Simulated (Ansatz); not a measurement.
# SnH2 (model cell, started as CdI2 type): following an unstable mode, part 2 of 3

Which phase does SnH2 (model cell, started as CdI2 type) fall into along its unstable mode, and how much energy does it gain?

Ansatz 0.2.0; DFT PBEsol, scalar-relativistic, plane waves, PAW.

So far, highest frequency on path, mesh or solved points (cm⁻¹): step 2 (phonons on a q mesh) 856. Also lowest frequency on the path (cm⁻¹): step 2 -581.

The structure was built from a prototype and need not be the compound's stable phase.

**4. The mode frozen in, largest atomic shift 0.22 Å**

The atoms are moved along the unstable eigenvector, the largest shift by 0.22 Å, with the cell fixed.

File input.yaml:

```yaml
crystal:
  lattice:
    - [3.5965558943, 0.0, 0.0]
    - [-1.7982779471, 3.1147087706, 0.0]
    - [0.0, 0.0, 3.1406510309]
  atoms:
    - { symbol: Sn, position: [0.0010388171, 0.0010388171, 0.0] }
    - { symbol: H, position: [0.2721637015, 0.6054970348, 0.219013677] }
    - { symbol: H, position: [0.6054970348, 0.2721637015, 0.780986323] }
kpoints:
  mp_grid: { grid: [15, 15, 16] }
hamiltonian:
  xc: pbesol
scf:
  occupations: { method: methfessel_paxton, width: 0.2 }
output:
  forces: true
  stress: true
  eigenvalues: true
```

The run is started by

```bash
> ansatz run input.yaml --threads 4 --pin off --max-ram 7168MiB --backend cpu --events-out ev --progress --plain --runs-dir out
```

The program printed:

```text
[...]
Crystal: 3 atoms, lattice volume = 35.182 Å³
Basis set: ecut = 420 eV, 659 PW (Γ), exchange–correlation on 50×50×48 points (8 copies of the dense FFT grid, shifted against one another)
Bands: 12, of which v1, the nominal top of the filled ones, is band 8 counted from 1 (7 counted from 0)
Symmetry: 2 space group operations
[...]
k-points: 968 of 3600 (time reversal used)
[...]
--- Band table (eV; the first three rows and the last of 968) ---
  k-point 0: bands = [... 4 lower, -12.9248, -3.3228, 7.4799, 11.3186, 12.1738, 12.7913, 14.6701, 16.1747]
  k-point 1: bands = [... 4 lower, -12.9282, -3.2670, 7.3474, 11.3543, 12.2327, 12.8219, 13.8796, 16.6101]
  k-point 2: bands = [... 4 lower, -12.9378, -3.1001, 6.9340, 11.4472, 12.3914, 12.7407, 13.1869, 16.7571]
  k-point 967: bands = [... 4 lower, -12.9360, 0.0553, 1.4558, 7.3788, 10.1160, 14.0693, 17.0773, 18.6650]
[key lines of the parts left out:]
SCF converged after 6 iterations
Free energy (F): -5979.803841 eV
Fermi energy:    8.323085 eV
P = ⅓ Tr σ = 1.2999 GPa (12.999 kbar)
```

Elapsed: 7.6 s, on 4 threads of Arm Neoverse V2, shared host; peak memory 0.78 GiB; 29 s of CPU time.

This step gave:

```
pressure                         : 1.300 GPa
energy from the undistorted cell : -1.762 meV/atom
```

The energy, extrapolated to zero smearing, is -1.76 meV/atom against the undistorted cell.

The run ends at a pressure of 1.30 GPa, with forces up to 0.084 eV/Å.

**5. Energy along the mode, all amplitudes (two of the runs are shown above)**

An imaginary frequency means negative curvature, so the energy should fall and then rise again as anharmonic terms take over.

This step gave:

| Property | Result |
| --- | --- |
| depth at the lowest point sampled | 1.762 meV/atom |
| largest atomic shift at that point | 0.22 Å |

Table of energy from the parent by largest atomic shift:

| largest atomic shift (Å) | energy from the parent (meV/atom) |
| --- | --- |
| 0.000 | 0 |
| 0.040 | -0.154 |
| 0.080 | -0.572 |
| 0.140 | -1.41 |
| 0.220 | -1.76 |
| 0.320 | 2.46 |
| 0.450 | 24.8 |

Displacement at unit largest shift by atom:

| atom | x (Å) | y (Å) | z (Å) | size |
| --- | --- | --- | --- | --- |
| Sn1 | 0.008 | 0.015 | 0.000 | 0.017 |
| H2 | -0.500 | -0.866 | 0.000 | 1.000 |
| H3 | -0.500 | -0.866 | 0.000 | 1.000 |

The lowest step is at 0.22 Å, 1.76 meV/atom below the parent, and the energy rises beyond it.

**6. Relaxing from the distorted cell**

Starting from the lowest point found, all atoms and the cell are let go, so that strain and other modes of the same symmetry can join in.

Edit input.yaml of step 4 so:

```diff
@@ -19 +19,6 @@
   eigenvalues: true
+relax:
+  adjacent_minimum: "off"
+  f_tol: 0.002
+  max_steps: 120
+  cell: { stress_tol: 0.03 }
```

The program printed:

```text
[...]
Crystal: 3 atoms, lattice volume = 35.182 Å³
Basis set: ecut = 420 eV, 659 PW (Γ), exchange–correlation on 50×50×48 points (8 copies of the dense FFT grid, shifted against one another)
Bands: 12, of which v1, the nominal top of the filled ones, is band 8 counted from 1 (7 counted from 0)
Symmetry: 2 space group operations
[...]
k-points: 968 of 3600 (time reversal used)
[...]
SCF iter   1: F=—  HF=-5979.811249 eV  |F-HF|=—  |Δ(HF+E_count)|=         —  Δρ=7.63e-3  dr2=1.72e-2  ethr=1.77e-3  ⟨swp⟩=5.0  Hψ=61669  notcnv=0
[...]
SCF iter   6: F=-5979.803841 eV  HF=-5979.803841 eV  |F-HF|=3.15e-8  |Δ(HF+E_count)|=   8.21e-8  S|Δr|=    0.00e0  Δρ=1.08e-5  dr2=2.77e-8  ethr=6.25e-10  ⟨swp⟩=6.9  Hψ=58334  notcnv=0
SCF 1 converged in 6 iterations: F = -5979.803841 eV  dr2 = 2.77e-8
[...]
relax step   1: F+E_penalty+E_count = -5979.80384123 eV  Δ(F+E_penalty+E_count) = +0.000e0 eV  max|allowed force component| = 7.378e-2 eV/Å  Δτ_max = 0.0000 Å  P = +1.300 GPa  Ω = 35.182 Å³  (6 SCF iters, dr2 threshold 1.00e-7 eV, accepted)
Crystal: 3 atoms, lattice volume = 36.840 Å³
Basis set: ecut = 420 eV, 699 PW (Γ), exchange–correlation on 50×50×48 points (8 copies of the dense FFT grid, shifted against one another)
[...]
SCF iter   5: F=-5979.804909 eV  HF=-5979.804909 eV  |F-HF|=2.38e-9  |Δ(HF+E_count)|=   5.50e-7  S|Δr|=    0.00e0  Δρ=1.40e-5  dr2=4.90e-8  ethr=1.87e-9  ⟨swp⟩=6.9  Hψ=66684  notcnv=0
SCF 2 converged in 5 iterations: F = -5979.804909 eV  dr2 = 4.90e-8
relax step   2: F+E_penalty+E_count = -5979.80490899 eV  Δ(F+E_penalty+E_count) = -1.068e-3 eV  max|allowed force component| = 1.749e-1 eV/Å  Δτ_max = 0.0788 Å  P = -1.559 GPa  Ω = 36.840 Å³  energy of the carried Pulay correction = -1.400e-3 eV  (5 SCF iters, dr2 threshold 3.00e-7 eV, accepted)
Crystal: 3 atoms, lattice volume = 36.320 Å³
Basis set: ecut = 420 eV, 679 PW (Γ), exchange–correlation on 50×50×48 points (8 copies of the dense FFT grid, shifted against one another)
[...]
SCF iter   5: F=-5979.813237 eV  HF=-5979.813237 eV  |F-HF|=2.42e-9  |Δ(HF+E_count)|=   1.71e-8  S|Δr|=    0.00e0  Δρ=7.36e-6  dr2=8.62e-9  ethr=1.87e-9  ⟨swp⟩=5.3  Hψ=58447  notcnv=0
SCF 3 converged in 5 iterations: F = -5979.813237 eV  dr2 = 8.62e-9
relax step   3: F+E_penalty+E_count = -5979.81323712 eV  Δ(F+E_penalty+E_count) = -8.328e-3 eV  max|allowed force component| = 1.042e-1 eV/Å  Δτ_max = 0.0433 Å  P = -0.541 GPa  Ω = 36.320 Å³  energy of the carried Pulay correction = -9.683e-4 eV  (5 SCF iters, dr2 threshold 3.00e-7 eV, accepted)
[... from here on, the SCF cycles and remarks between the steps are left out ...]
relax step   4: F+E_penalty+E_count = -5979.81805890 eV  Δ(F+E_penalty+E_count) = -4.822e-3 eV  max|allowed force component| = 8.028e-2 eV/Å  Δτ_max = 0.0373 Å  P = +0.054 GPa  Ω = 36.201 Å³  energy of the carried Pulay correction = -8.685e-4 eV  (4 SCF iters, dr2 threshold 3.00e-7 eV, accepted)
relax step   5: F+E_penalty+E_count = -5979.82307065 eV  Δ(F+E_penalty+E_count) = -5.012e-3 eV  max|allowed force component| = 1.207e-1 eV/Å  Δτ_max = 0.1239 Å  P = +1.704 GPa  Ω = 36.813 Å³  energy of the carried Pulay correction = -1.378e-3 eV  (5 SCF iters, dr2 threshold 3.00e-7 eV, accepted)
relax step   6: F+E_penalty+E_count = -5979.83139707 eV  Δ(F+E_penalty+E_count) = -8.326e-3 eV  max|allowed force component| = 3.853e-2 eV/Å  Δτ_max = 0.0321 Å  P = +0.967 GPa  Ω = 37.286 Å³  energy of the carried Pulay correction = -1.766e-3 eV  (5 SCF iters, dr2 threshold 3.00e-7 eV, accepted)
relax step   7: F+E_penalty+E_count = -5979.84385014 eV  Δ(F+E_penalty+E_count) = -1.245e-2 eV  max|allowed force component| = 7.458e-2 eV/Å  Δτ_max = 0.0844 Å  P = +0.558 GPa  Ω = 38.823 Å³  energy of the carried Pulay correction = -2.994e-3 eV  (5 SCF iters, dr2 threshold 3.00e-7 eV, accepted)
relax step   8: F+E_penalty+E_count = -5979.85187183 eV  Δ(F+E_penalty+E_count) = -8.022e-3 eV  max|allowed force component| = 2.857e-2 eV/Å  Δτ_max = 0.0842 Å  P = +0.627 GPa  Ω = 39.759 Å³  energy of the carried Pulay correction = -3.716e-3 eV  (5 SCF iters, dr2 threshold 3.00e-7 eV, accepted)
relax step   9: F+E_penalty+E_count = -5979.85869835 eV  Δ(F+E_penalty+E_count) = -6.827e-3 eV  max|allowed force component| = 7.963e-2 eV/Å  Δτ_max = 0.0882 Å  P = +0.098 GPa  Ω = 41.097 Å³  energy of the carried Pulay correction = -4.719e-3 eV  (5 SCF iters, dr2 threshold 3.00e-7 eV, accepted)
relax step  10: F+E_penalty+E_count = -5979.87468627 eV  Δ(F+E_penalty+E_count) = -1.599e-2 eV  max|allowed force component| = 7.137e-2 eV/Å  Δτ_max = 0.1299 Å  P = -0.760 GPa  Ω = 42.166 Å³  energy of the carried Pulay correction = -5.496e-3 eV  (6 SCF iters, dr2 threshold 3.00e-7 eV, accepted)
relax step  11: F+E_penalty+E_count = -5979.90829601 eV  Δ(F+E_penalty+E_count) = -3.361e-2 eV  max|allowed force component| = 9.154e-2 eV/Å  Δτ_max = 0.1748 Å  P = -0.920 GPa  Ω = 42.800 Å³  energy of the carried Pulay correction = -5.946e-3 eV  (6 SCF iters, dr2 threshold 3.00e-7 eV, accepted)
relax step  12: F+E_penalty+E_count = -5979.92615579 eV  Δ(F+E_penalty+E_count) = -1.786e-2 eV  max|allowed force component| = 1.748e-1 eV/Å  Δτ_max = 0.1949 Å  P = +0.877 GPa  Ω = 42.182 Å³  energy of the carried Pulay correction = -5.507e-3 eV  (6 SCF iters, dr2 threshold 3.00e-7 eV, accepted)
relax step  13: F+E_penalty+E_count = -5979.91436222 eV  Δ(F+E_penalty+E_count) = +1.179e-2 eV  max|allowed force component| = 5.909e-2 eV/Å  Δτ_max = 0.1879 Å  P = -2.278 GPa  Ω = 43.657 Å³  energy of the carried Pulay correction = -6.544e-3 eV  (6 SCF iters, dr2 threshold 3.00e-7 eV, rejected (line search))
relax step  14: F+E_penalty+E_count = -5979.93250047 eV  Δ(F+E_penalty+E_count) = -6.345e-3 eV  max|allowed force component| = 3.114e-2 eV/Å  Δτ_max = 0.0429 Å  P = +1.012 GPa  Ω = 41.707 Å³  energy of the carried Pulay correction = -5.165e-3 eV  (9 SCF iters, accepted)
relax step  15: F+E_penalty+E_count = -5979.93703262 eV  Δ(F+E_penalty+E_count) = -4.532e-3 eV  max|allowed force component| = 1.416e-3 eV/Å  Δτ_max = 0.0156 Å  P = -0.090 GPa  Ω = 42.602 Å³  energy of the carried Pulay correction = -5.806e-3 eV  (5 SCF iters, dr2 threshold 3.00e-7 eV, accepted)
relax step  16: F+E_penalty+E_count = -5979.93713339 eV  Δ(F+E_penalty+E_count) = -1.008e-4 eV  max|allowed force component| = 3.380e-4 eV/Å  Δτ_max = 0.0030 Å  P = +0.003 GPa  Ω = 42.537 Å³  energy of the carried Pulay correction = -5.760e-3 eV  (4 SCF iters, dr2 threshold 7.36e-8 eV, accepted)
relax step  17: F+E_penalty+E_count = -5980.00317131 eV  Δ(F+E_penalty+E_count) = -6.604e-2 eV  max|allowed force component| = 3.329e-4 eV/Å  Δτ_max = 0.0000 Å  P = +1.639 GPa  Ω = 42.537 Å³  stress off target by 4.49e0 GPa  SCF on the basis re-selected at this cell (its energy is not comparable with the rows above)  (7 SCF iters)
relax step  18: F+E_penalty+E_count = -5980.04112504 eV  Δ(F+E_penalty+E_count) = -3.795e-2 eV  max|allowed force component| = 1.200e-4 eV/Å  Δτ_max = 0.0009 Å  P = +1.275 GPa  Ω = 43.333 Å³  energy of the carried Pulay correction = -5.153e-4 eV  (4 SCF iters, dr2 threshold 3.00e-7 eV, accepted)
relax step  19: F+E_penalty+E_count = -5980.06775284 eV  Δ(F+E_penalty+E_count) = -2.663e-2 eV  max|allowed force component| = 2.288e-3 eV/Å  Δτ_max = 0.0014 Å  P = +0.520 GPa  Ω = 44.250 Å³  energy of the carried Pulay correction = -1.100e-3 eV  (4 SCF iters, dr2 threshold 3.00e-7 eV, accepted)
relax step  20: F+E_penalty+E_count = -5980.08572936 eV  Δ(F+E_penalty+E_count) = -1.798e-2 eV  max|allowed force component| = 2.061e-3 eV/Å  Δτ_max = 0.0012 Å  P = +0.212 GPa  Ω = 44.801 Å³  energy of the carried Pulay correction = -1.440e-3 eV  (4 SCF iters, dr2 threshold 3.00e-7 eV, accepted)
relax step  21: F+E_penalty+E_count = -5980.09503528 eV  Δ(F+E_penalty+E_count) = -9.306e-3 eV  max|allowed force component| = 2.533e-3 eV/Å  Δτ_max = 0.0018 Å  P = -0.029 GPa  Ω = 45.163 Å³  energy of the carried Pulay correction = -1.655e-3 eV  (3 SCF iters, dr2 threshold 3.00e-7 eV, accepted)
relax step  22: F+E_penalty+E_count = -5980.09619324 eV  Δ(F+E_penalty+E_count) = -1.158e-3 eV  max|allowed force component| = 4.254e-3 eV/Å  Δτ_max = 0.0065 Å  P = -0.074 GPa  Ω = 45.227 Å³  energy of the carried Pulay correction = -1.688e-3 eV  (4 SCF iters, dr2 threshold 2.85e-7 eV, accepted)
relax step  23: F+E_penalty+E_count = -5980.09623367 eV  Δ(F+E_penalty+E_count) = -4.044e-5 eV  max|allowed force component| = 5.823e-4 eV/Å  Δτ_max = 0.0040 Å  P = +0.022 GPa  Ω = 45.142 Å³  energy of the carried Pulay correction = -1.636e-3 eV  (5 SCF iters, dr2 threshold 2.30e-8 eV, rejected (line search))
relax step  24: F+E_penalty+E_count = -5980.09626610 eV  Δ(F+E_penalty+E_count) = -7.286e-5 eV  max|allowed force component| = 3.707e-4 eV/Å  Δτ_max = 0.0042 Å  P = -0.003 GPa  Ω = 45.168 Å³  energy of the carried Pulay correction = -1.652e-3 eV  (6 SCF iters, accepted)
relax step  25: F+E_penalty+E_count = -5980.10322698 eV  Δ(F+E_penalty+E_count) = -6.961e-3 eV  max|allowed force component| = 3.697e-4 eV/Å  Δτ_max = 0.0000 Å  P = +0.134 GPa  Ω = 45.168 Å³  stress off target by 3.96e-1 GPa  SCF on the basis re-selected at this cell (its energy is not comparable with the rows above)  (6 SCF iters)
relax step  26: F+E_penalty+E_count = -5980.10385102 eV  Δ(F+E_penalty+E_count) = -6.240e-4 eV  max|allowed force component| = 4.496e-5 eV/Å  Δτ_max = 0.0006 Å  P = +0.026 GPa  Ω = 45.266 Å³  energy of the carried Pulay correction = -6.357e-5 eV  (3 SCF iters, dr2 threshold 3.00e-7 eV, accepted)
relax step  27: F+E_penalty+E_count = -5980.10392925 eV  Δ(F+E_penalty+E_count) = -7.823e-5 eV  max|allowed force component| = 1.164e-4 eV/Å  Δτ_max = 0.0003 Å  P = -0.004 GPa  Ω = 45.290 Å³  energy of the carried Pulay correction = -7.944e-5 eV  (3 SCF iters, dr2 threshold 3.13e-8 eV, accepted)
[...]
SCF iter   6: F=-5980.104040 eV  HF=-5980.104040 eV  |F-HF|=0.00e0  |Δ(HF+E_count)|=  1.36e-11  S|Δr|=    0.00e0  Δρ=3.08e-8  dr2=3.25e-13  ethr=1.00e-12  ⟨swp⟩=6.1  Hψ=49110  notcnv=0
SCF 28 converged in 6 iterations: F = -5980.104040 eV  dr2 = 3.25e-13
relax step  28: F+E_penalty+E_count = -5980.10404015 eV  Δ(F+E_penalty+E_count) = -1.109e-4 eV  max|allowed force component| = 1.669e-4 eV/Å  Δτ_max = 0.0000 Å  P = -0.003 GPa  Ω = 45.290 Å³  stress off target by 1.47e-2 GPa  SCF on the basis re-selected at this cell (its energy is not comparable with the rows above)  (6 SCF iters)
[...]
SCF converged after 6 iterations
[...]
Free energy (F): -5980.104040 eV
[...]
Internal energy: -5980.102652 eV  (E = F + TS)
E sigma→0 (E₀):  -5980.103693 eV
Entropy (-TS):   -0.001388 eV (-0.463 meV/atom)
Fermi energy:    5.453766 eV
[...]
--- Forces (eV/Å), atoms counted from 1 ---
  atom   1  Sn     0.00009633     0.00016685     0.00000000
  atom   2  H     -0.00009662    -0.00005558    -0.00011677
  atom   3  H      0.00000017    -0.00011146     0.00011677
  max |Σ_I F_I| component: 1.98e-7 eV/Å
--- Stress (GPa, compression-positive) ---
       -0.010372       0.007486       0.000783
        0.007486      -0.001728      -0.000452
        0.000783      -0.000452       0.002823
  P = ⅓ Tr σ = -0.0031 GPa (-0.031 kbar)
--- Band table (eV; the first three rows and the last of 968) ---
  k-point 0: bands = [... 4 lower, -15.7091, -5.2579, 3.4804, 6.1592, 6.1608, 7.6608, 13.2918, 13.6253]
  k-point 1: bands = [... 4 lower, -15.7158, -5.1953, 3.5158, 6.2305, 6.2321, 7.6375, 12.0158, 14.6327]
  k-point 2: bands = [... 4 lower, -15.7348, -5.0081, 3.6197, 6.4412, 6.4427, 7.4771, 10.6679, 15.3741]
  k-point 967: bands = [... 4 lower, -15.7224, -2.2249, -0.4354, -0.3410, 7.7902, 14.1083, 14.3177, 14.5711]
--- Relaxed structure (25 steps of the walk, 23 accepted, 3 SCFs on fresh bases) ---
  F+E_penalty+E_count = -5980.10404015 eV   max|allowed force component| = 1.669e-4 eV/Å   (the final SCF, on the basis selected at the relaxed cell)
  cell:  # Å, volume = 45.2904 Å³
    - [3.797833, 1.015522, -8.129826e-5]
    - [-1.019448, 3.796781, 8.129826e-5]
    - [-7.099277e-5, 4.098769e-5, 2.930506]
  atoms:
    - { symbol: Sn, position: [0.126217, 0.126217, 0] }
    - { symbol: H, position: [0.126254, 0.626228, 6.258623e-5] }
    - { symbol: H, position: [0.626228, 0.126254, 0.999937] }
```

Wall time 5 min (4 threads); peak memory 0.98 GiB.

Relaxation path (22 of 28):

| step | energy less that of the first step (eV) | largest force component (eV/Å) | pressure (GPa) | volume (Å³) |
| --- | --- | --- | --- | --- |
| 1 | 0.0000 | 0.0738 | 1.30 | 35.18 |
| 2 | -0.0011 | 0.1749 | -1.56 | 36.84 |
| 4 | -0.0142 | 0.0803 | 0.05 | 36.20 |
| 5 | -0.0192 | 0.1207 | 1.70 | 36.81 |
| 6 | -0.0276 | 0.0385 | 0.97 | 37.29 |
| 7 | -0.0400 | 0.0746 | 0.56 | 38.82 |
| 9 | -0.0549 | 0.0796 | 0.10 | 41.10 |
| 10 | -0.0708 | 0.0714 | -0.76 | 42.17 |
| 11 | -0.1045 | 0.0915 | -0.92 | 42.80 |
| 13 | -0.1105 | 0.0591 | -2.28 | 43.66 |
| 14 | -0.1287 | 0.0311 | 1.01 | 41.71 |
| 15 | -0.1332 | 0.0014 | -0.09 | 42.60 |
| 16 | -0.1333 | 0.0003 | 0.00 | 42.54 |
| 18 | -0.2373 | 0.0001 | 1.28 | 43.33 |
| 19 | -0.2639 | 0.0023 | 0.52 | 44.25 |
| 20 | -0.2819 | 0.0021 | 0.21 | 44.80 |
| 22 | -0.2924 | 0.0043 | -0.07 | 45.23 |
| 23 | -0.2924 | 0.0006 | 0.02 | 45.14 |
| 24 | -0.2924 | 0.0004 | 0.00 | 45.17 |
| 25* | -0.2994 | 0.0004 | 0.13 | 45.17 |
| 27 | -0.3001 | 0.0001 | 0.00 | 45.29 |
| 28* | -0.3002 | 0.0002 | 0.00 | 45.29 |

Relaxation steps marked * repeat the geometry before them on a plane-wave basis chosen anew for their cell, so energy and pressure can jump there. Other such steps can lie between the rows shown. Relaxation steps 13, 23 were tried and not accepted.

Forces are held to the 2 operations that the program found; a distortion that breaks them can't arise in this run.

| cell as run | before | after | change |
| --- | --- | --- | --- |
| a (Å) | 3.597 | 3.931 | +9.3 % |
| b (Å) | 3.597 | 3.931 | +9.3 % |
| c (Å) | 3.141 | 2.931 | -6.7 % |
| γ (°) | 120.00 | 90.06 | -25.0 % |
| volume (Å³/atom) | 11.73 | 15.10 | +28.7 % |

The atoms that moved most (Å, as changes of fractional coordinates times the final cell):

| atom | dx | dy | dz | length |
| --- | --- | --- | --- | --- |
| H2 | -0.575 | -0.069 | -0.642 | 0.865 |
| H3 | 0.227 | -0.533 | 0.642 | 0.865 |
| Sn1 | 0.348 | 0.602 | 0.000 | 0.696 |

Final coordinates:

```
Sn H
1.0
     3.79783    1.01552   -0.00008
    -1.01945    3.79678    0.00008
    -0.00007    0.00004    2.93051
Sn H
1 2
Direct
  0.12622 0.12622 0.00000
  0.12625 0.62623 0.00006
  0.62623 0.12625 0.99994
```

Numbers from this step:

```
pressure        : -0.003092 GPa
volume per atom : 15.10 Å³
```

The distorted start has space group C2; the relaxation ends in P4/mmm.

**7. The new phase in its own primitive cell**

The relaxed structure is symmetrised, reduced to its primitive cell and relaxed tightly, as its phonons need.

input.yaml, the sections that differ from step 6:

```yaml
crystal:
  lattice:
    - [3.9312618042, 0.0, 0.0]
    - [0.0, 3.9312618042, 0.0]
    - [0.0, 0.0, 2.9305056422]
  atoms:
    - { symbol: Sn, position: [0.0, 0.0, 0.0] }
    - { symbol: H, position: [0.0, 0.5, 0.0] }
    - { symbol: H, position: [0.5, 0.0, 0.0] }
kpoints:
  mp_grid: { grid: [10, 10, 14] }
relax:
  adjacent_minimum: "off"
  f_tol: 0.001
  max_steps: 60
  cell: { stress_tol: 0.01 }
# hamiltonian, scf, output: as in step 6
```

The program printed:

```text
[...]
Crystal: 3 atoms, lattice volume = 45.290 Å³
Basis set: ecut = 420 eV, 897 PW (Γ), exchange–correlation on 54×54×40 points (8 copies of the dense FFT grid, shifted against one another)
Bands: 12, of which v1, the nominal top of the filled ones, is band 8 counted from 1 (7 counted from 0)
Symmetry: 16 space group operations
[...]
k-points: 168 of 1400
[...]
k-point 167: bands = [... 4 lower, -15.6122, 1.0182, 1.0182, 1.6210, 3.5997, 9.8623, 9.8623, 10.9911]
--- Relaxed structure (4 steps of the walk, 3 accepted, 1 SCFs on fresh bases) ---
[...]
cell:  # Å, volume = 45.4117 Å³
    - [3.922836, 0, 0.0]
    - [0, 3.922836, 0.0]
    - [0.0, 0.0, 2.950991]
  atoms:
    - { symbol: Sn, position: [0, 0, 0.0] }
    - { symbol: H, position: [0, 0.500000, 0.0] }
    - { symbol: H, position: [0.500000, 0, 0.0] }
[key lines of the parts left out:]
SCF converged after 7 iterations
Free energy (F): -5980.120175 eV
Fermi energy:    5.541611 eV
P = ⅓ Tr σ = 0.0004 GPa (0.004 kbar)
```

It took 6.8 s on 4 threads; peak memory 0.42 GiB; 25 s of CPU time.

Relaxation path:

| step | energy less that of the first step (eV) | largest force component (eV/Å) | pressure (GPa) | volume (Å³) |
| --- | --- | --- | --- | --- |
| 1 | 0.0000 | 0.0000 | 0.08 | 45.29 |
| 2 | 0.0004 | 0.0000 | -0.20 | 45.68 |
| 3 | -0.0011 | 0.0000 | -0.02 | 45.44 |
| 4 | -0.0011 | 0.0000 | 0.00 | 45.41 |
| 5* | -0.0012 | 0.0000 | 0.00 | 45.41 |

Relaxation steps marked * repeat the geometry before them on a plane-wave basis chosen anew for their cell, so energy and pressure can jump there. Relaxation step 2 was tried and not accepted.

The run keeps the 16 symmetry operations that the program found, so distortions that break them were not tested.

| conventional cell, symmetrised | before | after | change |
| --- | --- | --- | --- |
| a (Å) | 3.931 | 3.923 | -0.2 % |
| b (Å) | 3.931 | 3.923 | -0.2 % |
| c (Å) | 2.931 | 2.951 | +0.7 % |
| volume (Å³/atom) | 15.10 | 15.14 | +0.3 % |

The relaxed structure:

```cif
data_structure
_symmetry_space_group_name_H-M 'P 1'
_symmetry_Int_Tables_number 1
_cell_length_a 3.9228
_cell_length_b 3.9228
_cell_length_c 2.9510
_cell_angle_alpha 90.000
_cell_angle_beta 90.000
_cell_angle_gamma 90.000
_cell_volume 45.41
loop_
_atom_site_label
_atom_site_type_symbol
_atom_site_fract_x
_atom_site_fract_y
_atom_site_fract_z
_atom_site_occupancy
Sn1 Sn 0.00000 0.00000 0.00000 1
H2 H 0.00000 0.50000 0.00000 1
H3 H 0.50000 0.00000 0.00000 1
```

Numbers from this step:

```
pressure        : 3.94e-4 GPa
volume per atom : 15.14 Å³
```

The forces vanish by symmetry and the pressure is 0.000 GPa, within the tolerances set. The cell now holds 15.14 Å³/atom.

(Continued in part 3 of 3.)

[Long decimals in the printed logs are rounded to 6 places.]

[Logs are printed without paths, hosts, clocks, repeated set-up lines and the standing remarks that a program may print on its own settings, such as how far it seeks lower states.]

[Hosts, paths, dates, database ids (printed as entryN), source tags and the programs' standing remarks are cut or masked in the printed files.]

[Where the starting crystal was built by hand or by swapping elements, it need not be the compound's stable phase.]
